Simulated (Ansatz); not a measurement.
**Lattice dynamics of (MgO)2(LiF)2 [001] superlattice, started as rocksalt type**

Wanted: vibrations and spectra of (MgO)2(LiF)2 [001] superlattice, started as rocksalt type; the cell is already relaxed.

Main program and level: Ansatz 0.2.0; DFT LDA, scalar-relativistic, plane waves, PAW.

The structure was built from a prototype and need not be the compound's stable phase.

## 1. Set-up

It takes space group P4/nmm (No. 129, tetragonal). Conventional cell: a = 2.887 Å, b = 2.887 Å, c = 8.059 Å, α = 90.00°, β = 90.00°, γ = 90.00°. Nearest to F lie 5 Li at 1.93 to 2.04 Å and 1 Mg at 2.06 Å. Li has 5 F at 1.93 to 2.04 Å and 1 O at 1.97 Å nearest. Nearest to Mg lie 5 O at 2.04 to 2.10 Å and 1 F at 2.06 Å. O has 1 Li at 1.97 Å and 5 Mg at 2.04 to 2.10 Å nearest. Farther neighbours and most contacts between anions are not listed.

## 2. Linear response at the zone centre

The cell comes from relaxations at this level that are not shown. The zone centre is the only wavevector solved here; it holds the modes that light can see, as far as symmetry allows. The response to a homogeneous field gives the Born charges and the dielectric tensor, and its change with displacement the Raman tensors.

input.yaml reads:

```yaml
crystal:
  lattice:
    - [2.0414373566, 2.0414373566, 0.0]
    - [-2.0414373566, 2.0414373566, 0.0]
    - [0.0, 0.0, 8.0589599779]
  atoms:
    - { symbol: F, position: [0.5, 0.5, 0.5087918372] }
    - { symbol: F, position: [0.0, 0.0, 0.7412081628] }
    - { symbol: Li, position: [0.0, 0.0, 0.5021556656] }
    - { symbol: Li, position: [0.5, 0.5, 0.7478443344] }
    - { symbol: Mg, position: [0.0, 0.0, -0.0035054126] }
    - { symbol: Mg, position: [0.5, 0.5, 0.2535054126] }
    - { symbol: O, position: [0.5, 0.5, -0.0070899883] }
    - { symbol: O, position: [0.0, 0.0, 0.2570899883] }
kpoints:
  mp_grid: { grid: [8, 8, 4] }
hamiltonian:
  xc: lda
scf:
  occupations: { method: fixed }
output:
  eigenvalues: true
phonons:
  method: dfpt
  dielectric: true
  rigid_motions: translations
  raman: true
```

Command:

```sh
> ansatz run input.yaml --threads 4 --pin off --max-ram 14336MiB --backend cpu --events-out ev --progress --plain --runs-dir out
```

The runs that follow: isotope substitution, element Li, natural mass 6.94 amu; another isotope, element Mg, natural mass 24.305 amu; another isotope, element O, natural mass 15.999 amu. Settings of the main run: cutoff 420 eV, 8×8×4 k-mesh, fixed occupations.

What does the calculation give for the highest optical mode at the zone centre, top of the zone-centre spectrum with the field and lowest optical zone-centre mode?

With one main axis (tetragonal system), two principal values must be equal and the third, along that axis, is free. The structure is stable against zone-centre distortions, since no mode there is imaginary; runs at other wavevectors are not part of this account. Without the field, the optical modes at Γ span 191 to 604 cm⁻¹.

| Quantity | Value |
| --- | --- |
| volume per atom | 8.40 Å³ |
| gap on the k-mesh | 5.76 eV |
| highest optical mode at the zone centre (no LO-TO term) | 604 cm⁻¹ |
| top of the zone-centre spectrum with the field | 715 cm⁻¹ |
| lowest optical zone-centre mode | 191 cm⁻¹ |
| mean high-frequency dielectric constant | 2.63 |
| mean static dielectric constant | 10.3 |
| largest Born charge (third of the trace) | 1.87 e |
| imaginary modes at Γ (the only wavevector solved) | none |

The dispersion is not part of this account. The highest mode in this list at Γ, 603.6 cm⁻¹, has its largest share on Li (42 % of the kinetic energy). With the macroscopic field of the longitudinal modes the top of the zone-centre spectrum lies at 715 cm⁻¹, against 604 cm⁻¹ without it. Lattice motion raises the mean dielectric constant from 2.631 to 10.28. The strongest infrared line is at 472 cm⁻¹. Averaged over orientations, the strongest Raman line at 532 nm and 300 K is at 308 cm⁻¹. The starting cell was built on a prototype and not taken from a measurement, so the phase need not exist. These are harmonic frequencies at zero temperature: anharmonic shifts, linewidths and thermal expansion are left out.

[Logs are printed without paths, hosts, clocks, repeated set-up lines and the standing remarks that a program may print on its own settings, such as how far it seeks lower states.]

[Hosts, paths, dates, database ids (printed as entryN), source tags and the programs' standing remarks are cut or masked in the printed files.]
